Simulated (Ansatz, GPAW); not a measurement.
# 2H-NbSTe 3 layers, 2H (AA') in an electric field, part 3 of 3

How does 2H-NbSTe 3 layers, 2H (AA') screen a perpendicular field?

GPAW 26.7.0 and Ansatz 0.2.0; Ansatz plane waves; layer without images along its normal, relaxation of atoms and in-plane cell, with D3(BJ) dispersion (the session's first sound run).

So far. Step 5 (In a field): The dipole is now -0.142 e Å, against -0.037 in the run without a field. Step 8 (Field on): The dipole is now 0.0718 e Å, against -0.037 in the run without a field.

## 9. In a field

Level of this step: GPAW, PAW setups; slab in vacuum (GPAW).

run.py reads:

```python
import json
import numpy as np
from ase import Atoms
from gpaw import GPAW, PW
from gpaw.external import ConstantElectricField

slab = Atoms(
    ['Te', 'Nb', 'S', 'Te', 'Nb', 'S', 'Te', 'Nb', 'S'],
    positions=[
        [-0.00000, 2.00615, 9.00000],
        [0.00000, -0.00000, 10.95934],
        [-0.00000, 2.00615, 12.38853],
        [0.00000, -0.00000, 15.41813],
        [-0.00000, 2.00615, 17.38008],
        [0.00000, -0.00000, 18.80788],
        [-0.00000, 2.00615, 21.83557],
        [0.00000, -0.00000, 23.80761],
        [-0.00000, 2.00615, 25.22471]],
    cell=[[3.47475, 0.0, 0.0], [-1.73738, 3.00922, -0.0], [0.0, -0.0, 34.2247]],
    pbc=[True, True, False])

slab.calc = GPAW(mode=PW(400), xc='PBE', kpts={'size': (9, 9, 1), 'gamma': True},
                 occupations={'name': 'fermi-dirac', 'width': 0.05}, nbands='160%',
                 convergence={'density': 1e-05}, maxiter=200,
                 poissonsolver={'dipolelayer': 'xy'},
                 external=ConstantElectricField(0.2, [0, 0, 1]),
                 symmetry={'tolerance': 1e-3}, txt='slab.txt')
result = {}
energy = slab.get_potential_energy()
fermi = slab.calc.get_fermi_level()
v = slab.calc.get_electrostatic_potential().mean((0, 1)) - fermi
n = slab.calc.get_pseudo_density().mean((0, 1))
L = slab.cell[2, 2]
z = np.arange(len(v)) * L / len(v)
low, high = slab.positions[:, 2].min(), slab.positions[:, 2].max()
below, above = np.interp([low - 6.8, high + 6.8], z, v)
slopes = [np.interp(x, z, np.gradient(v, z)) for x in (low - 6.8, high + 6.8)]
eps = np.array([[slab.calc.get_eigenvalues(k, s) for k in range(len(slab.calc.get_ibz_k_points()))]
                for s in range(slab.calc.get_number_of_spins())]) - fermi
top, bottom = eps[eps < 0].max(), eps[eps > 0].min()
dipole = slab.get_dipole_moment()[2]
print(f'energy {energy:.4f} eV, Fermi level {fermi:.4f} eV, dipole {dipole:.5f} e A')
print(f'potential 6.8 A off the faces, from the Fermi level: lower {below:.4f} eV, upper {above:.4f} eV')
print(f'slope of the potential there: lower {slopes[0]:.5f}, upper {slopes[1]:.5f} eV/A')
print(f'nearest levels on the mesh: {top:.4f} and {bottom:.4f} eV')
print('magnetic moment', round(slab.get_magnetic_moment(), 3))
result.update(energy=energy, fermi=fermi, dipole=dipole, below=below, above=above, slopes=slopes, edges=[top, bottom],
              z=z.tolist(), v=v.tolist(), n=n.tolist(), positions=slab.positions.tolist(),
              forces=slab.get_forces(apply_constraint=False).tolist(), moments=slab.get_magnetic_moments().tolist())
json.dump(result, open('result.json', 'w'))
```

Command:

```
$ OMP_NUM_THREADS=1 OPENBLAS_NUM_THREADS=1 python run.py
```

Log:

```text
energy -59.4609 eV, Fermi level 1.9867 eV, dipole 0.17897 e A
potential 6.8 A off the faces, from the Fermi level: lower 6.7957 eV, upper 3.6985 eV
slope of the potential there: lower 0.00006, upper -0.00008 eV/A
nearest levels on the mesh: -0.0039 and 0.0256 eV
magnetic moment 0.0
```

The job ended after 12 min (1 thread of Intel Xeon Platinum 8488C (Sapphire Rapids), shared host; peak memory 0.63 GiB).

The dipole is now 0.179 e Å, against -0.037 in the run without a field.

## 10. In a field

Changes to run.py since step 9:

```diff
@@ -25,3 +25,3 @@
                  poissonsolver={'dipolelayer': 'xy'},
-                 external=ConstantElectricField(0.2, [0, 0, 1]),
+                 external=ConstantElectricField(0.3, [0, 0, 1]),
                  symmetry={'tolerance': 1e-3}, txt='slab.txt')
```

Log:

```text
energy -59.4842 eV, Fermi level 1.9778 eV, dipole 0.28615 e A
potential 6.8 A off the faces, from the Fermi level: lower 7.7439 eV, upper 2.7920 eV
slope of the potential there: lower 0.00006, upper -0.00008 eV/A
nearest levels on the mesh: -0.0039 and 0.0252 eV
magnetic moment 0.0
```

Wall time 11 min (1 thread); peak memory 0.62 GiB.

The dipole is now 0.286 e Å, against -0.037 in the run without a field.

## 11. The series

The members are put on one axis.

This step: induced dipole against applied field (GPAW 26.7.0).

The dipole along the normal by field:

| field (V/Å) | dipole along the normal (e·Å) |
| --- | --- |
| -0.200 | -0.249 |
| -0.100 | -0.142 |
| -0.050 | -0.0888 |
| 0.000 | -0.0367 |
| 0.050 | 0.0183 |
| 0.100 | 0.0718 |
| 0.200 | 0.179 |
| 0.300 | 0.286 |

## 12. A changed run

One more run, with changed settings.

This step: GPAW, PAW setups; slab in vacuum (GPAW 26.7.0).

Changes to run.py since step 10:

```diff
@@ -4,3 +4,2 @@
 from gpaw import GPAW, PW
-from gpaw.external import ConstantElectricField
 
@@ -21,7 +20,6 @@
 
-slab.calc = GPAW(mode=PW(400), xc='PBE', kpts={'size': (9, 9, 1), 'gamma': True},
+slab.calc = GPAW(mode=PW(400), xc='pbe96', kpts={'size': (9, 9, 1), 'gamma': True},
                  occupations={'name': 'fermi-dirac', 'width': 0.05}, nbands='160%',
-                 convergence={'density': 1e-05}, maxiter=200,
+                 convergence={'density': 1e-05}, maxiter=100,
                  poissonsolver={'dipolelayer': 'xy'},
-                 external=ConstantElectricField(0.3, [0, 0, 1]),
                  symmetry={'tolerance': 1e-3}, txt='slab.txt')
```

Log:

```text
NameError: Unknown functional: pbe96.
```

The job ended after 0.91 s (1 thread; peak memory 0.1 GiB).

The input was rejected at the start.

The program's message: “NameError: Unknown functional: pbe96.”

The change that led to it: xc = "pbe96".

## 13. What came out

- work function, upper and lower face: 5.514 and 4.905 eV
- dipole along the normal: -0.0367 e Å
- induced dipole per field: 1.07 e Å per V/Å
- out-of-plane polarisability per area, α/(ε0 A): 18.5 Å

The field induces 1.07 e Å per V/Å, a polarisable thickness α/(ε0 A) of 18.5 Å beside 16.2 Å between the outermost nuclei. A perfect conductor would give the distance between its two image planes; a dielectric of thickness t gives t(1 - 1/ε). The two faces differ by 0.61 eV, the step that the slab's dipole makes (e p/(ε0 A) gives 0.63 eV), so the dipole layer is needed. The induced dipole is linear in the field over this range. The starting lattice was a guess from atomic radii; the relaxation moved it by -4 %. The layers' spacing was relaxed with a D3(BJ) dispersion term, which the later single points do not need. The layers are stacked as in 2H-MoS2, metal under chalcogen; real 2H crystals of Nb and Ta chalcogenides stack metal over metal. The cell holds an odd number of electrons, so without spin polarisation it must come out metallic and without a moment, whatever its true state. The layer's cell and atoms come from the relaxation; spin-orbit coupling and temperature are left out.

[Logs are printed without paths, hosts, clocks, repeated set-up lines and the standing remarks that a program may print on its own settings, such as how far it seeks lower states.]

[Hosts, paths, dates, database ids (printed as entryN), source tags and the programs' standing remarks are cut or masked in the printed files.]
